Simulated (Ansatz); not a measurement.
# GaSb wire along [111], 26 atoms a period, H-terminated: bands by functional

Wanted: the relaxed geometry and the bands of the GaSb wire along [111], 26 atoms a period, H-terminated.

Main program and level: Ansatz 0.2.0; DFT PBE, plane waves, PAW; relaxation of a wire's period; PAW set soft_1, in the first sound run; inputs show where later runs differ.

### Step 1. The starting structure

The cell holds 56 atoms: 13 Ga, 13 Sb and 30 H. Its edges and angles: a = 18.440 Å, b = 17.545 Å, c = 10.756 Å, α = 90.0°, β = 90.0°, γ = 90.0°. Vacuum lies along a and b. The structure's axis is c.

### Step 2. Relaxing the period

Band widths follow the bond lengths, so the wire is relaxed first. The atoms and the third cell vector are free; the box across stays fixed as vacuum. A Fermi-Dirac smearing is set since the result may be a metal. The pressure printed is a third of the stress's trace over the whole box, vacuum included; only the stress along the axis is relaxed.

input.yaml reads:

```yaml
crystal:
  lattice:
    - [18.44, 0.0, 0.0]
    - [0.0, 17.545, 0.0]
    - [0.0, 0.0, 10.756035515]
  atoms:
    - { symbol: Ga, position: [0.380934684, 0.423189522, 0.0] }
    - { symbol: Ga, position: [0.619065547, 0.423189522, 0.0] }
    - { symbol: Sb, position: [0.380934684, 0.423189522, 0.25] }
    - { symbol: Sb, position: [0.500000115, 0.639936905, 0.25] }
    - { symbol: Sb, position: [0.619065547, 0.423189522, 0.25] }
    - { symbol: H, position: [0.310974565, 0.610139709, 0.284368576] }
    - { symbol: H, position: [0.500000115, 0.266036531, 0.284368576] }
    - { symbol: H, position: [0.689025666, 0.610139709, 0.284368576] }
    - { symbol: H, position: [0.30344721, 0.376169978, 0.304233117] }
    - { symbol: H, position: [0.500000115, 0.733975994, 0.304233117] }
    - { symbol: H, position: [0.696553021, 0.376169978, 0.304233117] }
    - { symbol: Ga, position: [0.380934684, 0.567687777, 0.333333333] }
    - { symbol: Ga, position: [0.500000115, 0.350940395, 0.333333333] }
    - { symbol: Ga, position: [0.619065547, 0.567687777, 0.333333333] }
    - { symbol: Sb, position: [0.380934684, 0.567687777, 0.583333333] }
    - { symbol: Sb, position: [0.500000115, 0.350940395, 0.583333333] }
    - { symbol: Sb, position: [0.619065547, 0.567687777, 0.583333333] }
    - { symbol: H, position: [0.191909133, 0.537890582, 0.61770191] }
    - { symbol: H, position: [0.261869253, 0.410534786, 0.61770191] }
    - { symbol: H, position: [0.310974565, 0.321143199, 0.61770191] }
    - { symbol: H, position: [0.310974565, 0.754637964, 0.61770191] }
    - { symbol: H, position: [0.380934684, 0.193787404, 0.61770191] }
    - { symbol: H, position: [0.450894803, 0.754637964, 0.61770191] }
    - { symbol: H, position: [0.549105428, 0.754637964, 0.61770191] }
    - { symbol: H, position: [0.619065547, 0.193787404, 0.61770191] }
    - { symbol: H, position: [0.689025666, 0.754637964, 0.61770191] }
    - { symbol: H, position: [0.689025666, 0.321143199, 0.61770191] }
    - { symbol: H, position: [0.738130978, 0.410534786, 0.61770191] }
    - { symbol: H, position: [0.808091097, 0.537890582, 0.61770191] }
    - { symbol: Ga, position: [0.261869253, 0.49543865, 0.666666667] }
    - { symbol: Ga, position: [0.380934684, 0.278691267, 0.666666667] }
    - { symbol: Ga, position: [0.380934684, 0.712186032, 0.666666667] }
    - { symbol: Ga, position: [0.500000115, 0.49543865, 0.666666667] }
    - { symbol: Ga, position: [0.619065547, 0.712186032, 0.666666667] }
    - { symbol: Ga, position: [0.619065547, 0.278691267, 0.666666667] }
    - { symbol: Ga, position: [0.738130978, 0.49543865, 0.666666667] }
    - { symbol: Sb, position: [0.261869253, 0.49543865, 0.916666667] }
    - { symbol: Sb, position: [0.380934684, 0.278691267, 0.916666667] }
    - { symbol: Sb, position: [0.380934684, 0.712186032, 0.916666667] }
    - { symbol: Sb, position: [0.500000115, 0.49543865, 0.916666667] }
    - { symbol: Sb, position: [0.619065547, 0.712186032, 0.916666667] }
    - { symbol: Sb, position: [0.619065547, 0.278691267, 0.916666667] }
    - { symbol: Sb, position: [0.738130978, 0.49543865, 0.916666667] }
    - { symbol: H, position: [0.184381779, 0.448419105, 0.970899784] }
    - { symbol: H, position: [0.261869253, 0.589477739, 0.970899784] }
    - { symbol: H, position: [0.30344721, 0.231671723, 0.970899784] }
    - { symbol: H, position: [0.30344721, 0.665166488, 0.970899784] }
    - { symbol: H, position: [0.380934684, 0.806225122, 0.970899784] }
    - { symbol: H, position: [0.458422158, 0.231671723, 0.970899784] }
    - { symbol: H, position: [0.541578073, 0.231671723, 0.970899784] }
    - { symbol: H, position: [0.619065547, 0.806225122, 0.970899784] }
    - { symbol: H, position: [0.696553021, 0.665166488, 0.970899784] }
    - { symbol: H, position: [0.696553021, 0.231671723, 0.970899784] }
    - { symbol: H, position: [0.738130978, 0.589477739, 0.970899784] }
    - { symbol: H, position: [0.815618452, 0.448419105, 0.970899784] }
    - { symbol: Ga, position: [0.500000115, 0.639936905, 0.0] }
kpoints:
  mp_grid: { grid: [1, 1, 8] }
scf:
  occupations: { method: fermi_dirac, width: 0.05 }
hamiltonian:
  xc: pbe
  pseudopotentials: { kind: paw, azcp: { folder: soft_1 } }
relax:
  cell: { fix: [a, b, alpha, beta, gamma] }
  max_steps: 45
  f_tol: 0.03
```

The run is started by

```sh
ansatz run input.yaml --threads 8 --pin off --max-ram 16384MiB --backend cpu --events-out ev --progress --plain --runs-dir out
```

Numbers of over 12 decimals in the logs are rounded to 6 here.

Output:

```text
Engine: ansatz 0.2.0, aarch64-unknown-linux-gnu
Pseudopotentials: kind: paw
Pseudopotential: Ga, paw, valence charge 13, recommended cutoff 420 eV (normal), soft_1/Ga.paw.azcp
Pseudopotential: Sb, paw, valence charge 15, recommended cutoff 420 eV (normal), soft_1/Sb.paw.azcp
Pseudopotential: H, paw, valence charge 1, recommended cutoff 420 eV (normal), soft_1/H.paw.azcp
Functional definition: PBE
  parameter kappa = 0.804
  parameter beta = 0.066725
  exchange = pbe_x(kappa = kappa, mu = beta*pi^2/3)
  correlation = pbe_c(beta = beta)
Crystal: 56 atoms, lattice volume = 3479.898 Å³
Basis set: ecut = 420 eV, 68053 PW (Γ), exchange–correlation on 250×240×144 points (8 copies of the dense FFT grid, shifted against one another)
Bands: 253, of which v1, the nominal top of the filled ones, is band 197 counted from 1 (196 counted from 0)
Symmetry: 2 space group operations
Space group: Pm (ITA 6), of the structure as read, at distance tolerance 1.5e-4 Å
k-points: 5 of 8 (time reversal used)
Non-local potential: Ga, projectors of the file, l = 0: 2, l = 1: 2, l = 2: 3, l = 3: 1
Non-local potential: Sb, projectors of the file, l = 0: 2, l = 1: 2, l = 2: 2, l = 3: 1
Non-local potential: H, projectors of the file, l = 0: 2, l = 1: 1
PAW form: soft (Blöchl's): semilocal exchange-correlation on the pseudo side does not see the compensation charge
PAW one-centre angular grid: Ga, 590 points (default); XC on 64 Gauss nodes
PAW one-centre angular grid: Sb, 590 points (default); XC on 64 Gauss nodes
PAW one-centre angular grid: H, 110 points (default); XC on 64 Gauss nodes
Initial density: superposition of atomic densities (neutral atoms: chi_scale 0, normalization atom)
Initial wavefunctions: pseudopotential atomic-orbital guess
Functional: x = pbe(κ = 0.804, μ = 0.219515), c = pbe(β = 0.066725)
SCF iter   1: F=—  HF=-133954.308236 eV  |F-HF|=—  |Δ(HF+E_count)|=         —  Δρ=2.90e-2  dr2=3.27e1  ethr=3.10e-3  ⟨swp⟩=7.0  Hψ=4557  notcnv=0  defer=113
preconditioner: auto → Resta (q_TF=auto, 1.898 Å⁻¹)  ε∞=1.6  [insulator: Δε(μ)=1.821 eV  Ē_g=13.257 eV  σ=0.050 eV  W_gap=1.00  n_scr=410 (ndim 8)  ℏωp=10.2 eV  f_vac=0.632  D(μ)=0.00/eV (n_scr^D=0)  ε∞_Penn≈1.6  vacuum switching on, ρ_ref=1.3e-2 e/Å³]
SCF iter   2: F=—  HF=-133945.428271 eV  |F-HF|=—  |Δ(HF+E_count)|=    8.88e0  Δρ=1.15e-2  dr2=5.34e0  ethr=3.10e-3  ⟨swp⟩=3.2  Hψ=1651  notcnv=0  defer=237
SCF iter   3: F=—  HF=-133944.653327 eV  |F-HF|=—  |Δ(HF+E_count)|=   7.75e-1  Δρ=4.42e-3  dr2=2.15e0  ethr=1.36e-3  ⟨swp⟩=4.0  Hψ=2191  notcnv=0  defer=237
SCF iter   4: F=—  HF=-133944.237204 eV  |F-HF|=—  |Δ(HF+E_count)|=   4.16e-1  Δρ=1.49e-3  dr2=1.26e-1  ethr=5.44e-4  ⟨swp⟩=5.0  Hψ=1842  notcnv=0  defer=237
SCF iter   5: F=—  HF=-133944.231060 eV  |F-HF|=—  |Δ(HF+E_count)|=   6.14e-3  Δρ=5.88e-4  dr2=1.41e-2  ethr=3.21e-5  ⟨swp⟩=3.0  Hψ=1689  notcnv=0  defer=237
SCF iter   6: F=—  HF=-133944.232105 eV  |F-HF|=—  |Δ(HF+E_count)|=   1.04e-3  Δρ=2.43e-4  dr2=2.17e-3  ethr=3.58e-6  ⟨swp⟩=2.0  Hψ=1613  notcnv=0  defer=237
SCF iter   7: F=—  HF=-133944.232777 eV  |F-HF|=—  |Δ(HF+E_count)|=   6.72e-4  Δρ=7.79e-5  dr2=2.90e-4  ethr=5.50e-7  ⟨swp⟩=2.0  Hψ=1688  notcnv=0  defer=237
SCF iter   8: F=—  HF=-133944.232907 eV  |F-HF|=—  |Δ(HF+E_count)|=   1.31e-4  Δρ=2.11e-5  dr2=2.26e-5  ethr=7.37e-8  ⟨swp⟩=2.0  Hψ=1688  notcnv=0  defer=237
SCF iter   9: F=—  HF=-133944.232759 eV  |F-HF|=—  |Δ(HF+E_count)|=   1.49e-4  Δρ=9.84e-6  dr2=3.89e-6  ethr=5.73e-9  ⟨swp⟩=2.0  Hψ=1850  notcnv=0  defer=237
SCF iter  10: F=—  HF=-133944.232763 eV  |F-HF|=—  |Δ(HF+E_count)|=   3.97e-6  Δρ=3.80e-6  dr2=9.55e-7  ethr=9.88e-10  ⟨swp⟩=2.0  Hψ=1853  notcnv=0  defer=237
SCF iter  11: F=—  HF=-133944.232764 eV  |F-HF|=—  |Δ(HF+E_count)|=   6.60e-7  Δρ=1.27e-6  dr2=1.64e-7  ethr=2.42e-10  ⟨swp⟩=2.0  Hψ=1853  notcnv=0  defer=237
SCF iter  12: F=-133944.232764 eV  HF=-133944.232764 eV  |F-HF|=2.65e-9  |Δ(HF+E_count)|=   3.23e-8  Δρ=4.25e-7  dr2=1.37e-8  ethr=2.54e-11  ⟨swp⟩=5.0  Hψ=3980  notcnv=0
SCF 1 converged in 12 iterations: F = -133944.232764 eV  dr2 = 1.37e-8
  greatest PAW one-centre occupation: 0.995 electrons in one spin orbital (limit 2), on the Sb atom at site 38 (counted from 0), in its partial waves of l = 2
relax step   1: F+E_penalty+E_count = -133944.23276353 eV  Δ(F+E_penalty+E_count) = +0.000e0 eV  max|allowed force component| = 9.839e-1 eV/Å  Δτ_max = 0.0000 Å  P = -0.179 GPa  Ω = 3479.898 Å³  fix = [a, b, alpha, beta, gamma]  reactions: a -0.214, b -0.213 GPa; alpha -0.000 GPa/rad  (12 SCF iters, dr2 threshold 1.00e-7 eV, accepted)
Crystal: 56 atoms, lattice volume = 3478.883 Å³
Basis set: ecut = 420 eV, 68041 PW (Γ), exchange–correlation on 250×240×144 points (8 copies of the dense FFT grid, shifted against one another)
Initial density: handed on by an earlier stage of this run
Initial wavefunctions: those handed on with the density
iter 1 solved again at ethr=5.78e-4 eV; its pass at ethr=3.10e-3 eV (dr2=2.28e0 eV) is discarded
SCF iter   1: F=—  HF=-133947.004638 eV  |F-HF|=—  |Δ(HF+E_count)|=         —  Δρ=9.03e-3  dr2=2.29e0  ethr=5.78e-4  ⟨swp⟩=4.6  Hψ=5797  notcnv=0
preconditioner: auto → Resta (q_TF=auto, 1.898 Å⁻¹)  ε∞=1.6  [insulator: Δε(μ)=1.751 eV  Ē_g=13.098 eV  σ=0.050 eV  W_gap=1.00  n_scr=410 (ndim 8)  ℏωp=10.2 eV  f_vac=0.667  D(μ)=0.00/eV (n_scr^D=0)  ε∞_Penn≈1.6  vacuum switching on, ρ_ref=1.2e-2 e/Å³]
SCF iter   2: F=—  HF=-133946.524322 eV  |F-HF|=—  |Δ(HF+E_count)|=   4.80e-1  Δρ=4.53e-3  dr2=4.19e-1  ethr=5.78e-4  ⟨swp⟩=7.2  Hψ=2413  notcnv=0  defer=1
SCF iter   3: F=—  HF=-133946.498467 eV  |F-HF|=—  |Δ(HF+E_count)|=   2.59e-2  Δρ=1.90e-3  dr2=1.04e-1  ethr=1.06e-4  ⟨swp⟩=3.4  Hψ=1998  notcnv=0  defer=240
SCF iter   4: F=—  HF=-133946.493472 eV  |F-HF|=—  |Δ(HF+E_count)|=   5.00e-3  Δρ=4.10e-4  dr2=1.03e-2  ethr=2.64e-5  ⟨swp⟩=3.0  Hψ=1745  notcnv=0  defer=240
SCF iter   5: F=—  HF=-133946.492734 eV  |F-HF|=—  |Δ(HF+E_count)|=   7.37e-4  Δρ=1.15e-4  dr2=6.91e-4  ethr=2.62e-6  ⟨swp⟩=2.0  Hψ=1685  notcnv=0  defer=240
SCF iter   6: F=—  HF=-133946.492513 eV  |F-HF|=—  |Δ(HF+E_count)|=   2.21e-4  Δρ=4.99e-5  dr2=1.36e-4  ethr=1.75e-7  ⟨swp⟩=2.0  Hψ=1925  notcnv=0  defer=240
SCF iter   7: F=—  HF=-133946.492521 eV  |F-HF|=—  |Δ(HF+E_count)|=   8.02e-6  Δρ=1.93e-5  dr2=2.61e-5  ethr=3.45e-8  ⟨swp⟩=2.0  Hψ=1610  notcnv=0  defer=240
SCF iter   8: F=-133946.492522 eV  HF=-133946.492522 eV  |F-HF|=2.79e-7  |Δ(HF+E_count)|=   8.83e-7  Δρ=6.95e-6  dr2=1.66e-6  ethr=1.42e-9  ⟨swp⟩=5.0  Hψ=3949  notcnv=0
SCF 2 converged in 8 iterations: F = -133946.492522 eV  dr2 = 1.66e-6
[...]
Internal energy: -133947.190364 eV  (E = F + TS)
E sigma→0 (E₀):  -133947.190364 eV
Fermi energy:    -1.464504 eV
--- Per-component energies (eV) ---
  E_band       = -6981.546064
  E_kinetic    = 3945.506892
  E_local      = -185110.277338  (includes V_loc(G=0)·N_el)
  E_nonlocal   = 3890.474263
  E_hartree    = 91250.987039
  E_xc         = -2343.445229
  E_vxc        = -2210.385365  (∫ρ·V_xc dr)
  E_paw        = -85000.138782  (= ΣΔE_a)
  E_vpaw       = -9998.809412  (= ΣTr[D̂ρ^β])
  E_aug_tail   = -0.028576  (compensation charges beyond the density's cutoff)
  E_ewald      = 39419.731368
  E_smearing   = -0.000000  (= −TS)
  E_closure    = 0.000000  (closes the sum)
  Σ components = -133947.190364   (vs F -133947.190364, Δ=0.00e0)
--- Forces (eV/Å), atoms counted from 1 ---
  atom   1  Ga    -0.01907409    -0.01090874    -0.01299721
  atom   2  Ga     0.01907409    -0.01090874    -0.01299721
  atom   3  Sb     0.01010758     0.00602363     0.01178421
  atom   4  Sb    -0.00000000    -0.01178039     0.01164256
  atom   5  Sb    -0.01010758     0.00602363     0.01178421
  atom   6  H     -0.00121987     0.00063414    -0.00028098
  atom   7  H      0.00000000    -0.00150989    -0.00032202
  atom   8  H      0.00121987     0.00063414    -0.00028098
  atom   9  H     -0.00002474    -0.00005308    -0.00914816
  atom  10  H      0.00000000    -0.00001369    -0.00906029
  atom  11  H      0.00002474    -0.00005308    -0.00914816
  atom  12  Ga    -0.00889609     0.00520601    -0.01116138
  atom  13  Ga     0.00000000    -0.01026316    -0.01132935
  atom  14  Ga     0.00889609     0.00520601    -0.01116138
  atom  15  Sb     0.01153125    -0.00694732    -0.00503256
  atom  16  Sb     0.00000000     0.01358040    -0.00517071
  atom  17  Sb    -0.01153125    -0.00694732    -0.00503256
  atom  18  H     -0.00149398     0.00090160    -0.00097701
  atom  19  H      0.00560790     0.00384822     0.00118580
  atom  20  H      0.00620633     0.00278732     0.00120439
  atom  21  H     -0.00161333     0.00070191    -0.00105807
  atom  22  H      0.00021952    -0.00189042    -0.00099594
  atom  23  H     -0.00057024    -0.00677133     0.00117680
  atom  24  H      0.00057024    -0.00677133     0.00117680
  atom  25  H     -0.00021952    -0.00189042    -0.00099594
  atom  26  H      0.00161333     0.00070191    -0.00105807
  atom  27  H     -0.00620633     0.00278732     0.00120439
  atom  28  H     -0.00560790     0.00384822     0.00118580
  atom  29  H      0.00149398     0.00090160    -0.00097701
  atom  30  Ga    -0.00697774     0.00336439     0.00579400
  atom  31  Ga    -0.00077394    -0.00781337     0.00604492
  atom  32  Ga    -0.00631050     0.00474507     0.00593659
  atom  33  Ga     0.00000000     0.00034569    -0.00047778
  atom  34  Ga     0.00631050     0.00474507     0.00593659
  atom  35  Ga     0.00077394    -0.00781337     0.00604492
  atom  36  Ga     0.00697774     0.00336439     0.00579400
  atom  37  Sb     0.00644759     0.00192645     0.00680983
  atom  38  Sb     0.00500929     0.00453946     0.00673983
  atom  39  Sb     0.00151113    -0.00647298     0.00679618
  atom  40  Sb    -0.00000000    -0.00016368     0.02867187
[...]
atom  45  H     -0.00131057     0.00535155    -0.00154763
  atom  46  H     -0.00237869     0.00139753    -0.00255501
  atom  47  H     -0.00531306    -0.00166637    -0.00162856
  atom  48  H      0.00233832     0.00131516    -0.00261378
  atom  49  H      0.00411519    -0.00378168    -0.00158503
  atom  50  H     -0.00411519    -0.00378168    -0.00158503
  atom  51  H     -0.00233832     0.00131516    -0.00261378
  atom  52  H      0.00531306    -0.00166637    -0.00162856
  atom  53  H      0.00237869     0.00139753    -0.00255501
  atom  54  H      0.00131057     0.00535155    -0.00154763
  atom  55  H      0.00003063    -0.00257067    -0.00251429
  atom  56  Ga     0.00000000     0.02207162    -0.01270884
  max |Σ_I F_I| component: 6.92e-7 eV/Å
--- Stress (GPa, compression-positive) ---
        0.002815      -0.000000      -0.000000
       -0.000000       0.002487       0.000251
       -0.000000       0.000251       0.003559
  P = ⅓ Tr σ = 0.0030 GPa (0.030 kbar)
--- Relaxed structure (7 steps of the walk, 7 accepted, 1 SCFs on fresh bases) ---
  F+E_penalty+E_count = -133947.19036357 eV   max|allowed force component| = 2.867e-2 eV/Å   (the final SCF, on the basis selected at the relaxed cell)
  cell:  # Å, volume = 3450.3304 Å³
    - [18.44, 0, 0]
    - [0, 17.545, 0]
    - [0, 0, 10.664645]
  atoms:
    - { symbol: Ga, position: [0.383433, 0.424785, 0.00877574] }
    - { symbol: Ga, position: [0.616567, 0.424785, 0.00877574] }
    - { symbol: Sb, position: [0.388711, 0.427906, 0.257985] }
    - { symbol: Sb, position: [0.5, 0.630523, 0.257948] }
    - { symbol: Sb, position: [0.611289, 0.427906, 0.257985] }
    - { symbol: H, position: [0.307849, 0.611998, 0.279775] }
    - { symbol: H, position: [0.5, 0.262220, 0.279768] }
    - { symbol: H, position: [0.692151, 0.611998, 0.279775] }
    - { symbol: H, position: [0.311310, 0.380925, 0.302093] }
    - { symbol: H, position: [0.5, 0.724439, 0.302164] }
    - { symbol: H, position: [0.688690, 0.380925, 0.302093] }
    - { symbol: Ga, position: [0.374318, 0.571723, 0.343455] }
    - { symbol: Ga, position: [0.5, 0.342879, 0.343403] }
    - { symbol: Ga, position: [0.625682, 0.571723, 0.343455] }
    - { symbol: Sb, position: [0.377945, 0.569492, 0.592299] }
    - { symbol: Sb, position: [0.5, 0.347292, 0.592260] }
    - { symbol: Sb, position: [0.622055, 0.569492, 0.592299] }
    - { symbol: H, position: [0.189555, 0.568916, 0.636074] }
    - { symbol: H, position: [0.242290, 0.421728, 0.603398] }
    - { symbol: H, position: [0.310465, 0.297490, 0.603116] }
    - { symbol: H, position: [0.284160, 0.741173, 0.636120] }
    - { symbol: H, position: [0.405448, 0.176041, 0.636356] }
    - { symbol: H, position: [0.431824, 0.766805, 0.603195] }
    - { symbol: H, position: [0.568176, 0.766805, 0.603195] }
    - { symbol: H, position: [0.594552, 0.176041, 0.636356] }
    - { symbol: H, position: [0.715840, 0.741173, 0.636120] }
    - { symbol: H, position: [0.689535, 0.297490, 0.603116] }
    - { symbol: H, position: [0.757710, 0.421728, 0.603398] }
    - { symbol: H, position: [0.810445, 0.568916, 0.636074] }
    - { symbol: Ga, position: [0.249204, 0.506159, 0.647417] }
    - { symbol: Ga, position: [0.383494, 0.261720, 0.647451] }
    - { symbol: Ga, position: [0.365727, 0.718365, 0.647411] }
    - { symbol: Ga, position: [0.5, 0.495433, 0.658261] }
    - { symbol: Ga, position: [0.634273, 0.718365, 0.647411] }
    - { symbol: Ga, position: [0.616506, 0.261720, 0.647451] }
    - { symbol: Ga, position: [0.750796, 0.506159, 0.647417] }
    - { symbol: Sb, position: [0.264786, 0.486774, 0.903348] }
    - { symbol: Sb, position: [0.375174, 0.285798, 0.903290] }
    - { symbol: Sb, position: [0.389567, 0.713943, 0.903309] }
    - { symbol: Sb, position: [0.5, 0.495497, 0.913358] }
    - { symbol: Sb, position: [0.610433, 0.713943, 0.903309] }
    - { symbol: Sb, position: [0.624826, 0.285798, 0.903290] }
    - { symbol: Sb, position: [0.735214, 0.486774, 0.903348] }
    - { symbol: H, position: [0.195392, 0.435835, 0.969932] }
    - { symbol: H, position: [0.249553, 0.567988, 0.987947] }
    - { symbol: H, position: [0.298533, 0.248021, 0.969846] }
    - { symbol: H, position: [0.315055, 0.687156, 0.987937] }
    - { symbol: H, position: [0.396804, 0.802581, 0.969851] }
    - { symbol: H, position: [0.434500, 0.231324, 0.987859] }
    - { symbol: H, position: [0.565500, 0.231324, 0.987859] }
    - { symbol: H, position: [0.603196, 0.802581, 0.969851] }
    - { symbol: H, position: [0.684945, 0.687156, 0.987937] }
    - { symbol: H, position: [0.701467, 0.248021, 0.969846] }
    - { symbol: H, position: [0.750447, 0.567988, 0.987947] }
    - { symbol: H, position: [0.804608, 0.435835, 0.969932] }
    - { symbol: Ga, position: [0.5, 0.636990, 0.00872068] }
[key lines of the parts left out:]
SCF converged after 6 iterations
Free energy (F): -133947.190364 eV
```

Wall time 8.3 min (8 threads of Arm Neoverse V2, shared host); peak memory 11 GiB.

The steps of the relaxation:

```csv
step,energy less that of the first step (eV),largest force component (eV/Å),pressure (GPa),volume (Å³)
1,0.0000,0.9839,-0.18,3479.90
2,-2.2598,0.6653,-0.06,3478.88
3,-2.7124,0.1868,-0.03,3460.79
4,-2.8965,0.0813,-0.04,3450.82
5,-2.9414,0.1374,-0.05,3442.35
6,-2.9563,0.0439,-0.01,3448.98
7,-2.9609,0.0287,0.00,3450.33
8*,-2.9576,0.0287,0.00,3450.33
```

Relaxation steps marked * repeat the geometry before them on a plane-wave basis chosen anew for their cell, so energy and pressure can jump there.

The run keeps the 2 symmetry operations that it works with, so distortions that break them were not tested.

```csv
cell as run,before,after,change
c (Å),10.756,10.665,-0.8 %
```

The atoms that moved most (Å, along periodic axes as changes of fractional coordinates times the final cell, across vacuum about the mean position):

```csv
atom,dx,dy,dz,length
H25,-0.452,-0.311,0.199,0.584
H22,0.452,-0.311,0.199,0.584
H21,-0.494,-0.236,0.196,0.582
H26,0.494,-0.236,0.196,0.582
H29,0.043,0.544,0.196,0.580
H18,-0.043,0.544,0.196,0.580
H52,-0.214,0.386,0.182,0.477
H47,0.214,0.386,0.182,0.477
```

Numbers from this step:

- cell length along the wire: 10.66 Å

The cell's length comes to 10.665 Å with spin left out.

(Part 1 of 2 ends here.)

[Logs are printed without paths, hosts, clocks, repeated set-up lines and the standing remarks that a program may print on its own settings, such as how far it seeks lower states.]

[Hosts, paths, dates, database ids (printed as entryN), source tags and the programs' standing remarks are cut or masked in the printed files.]
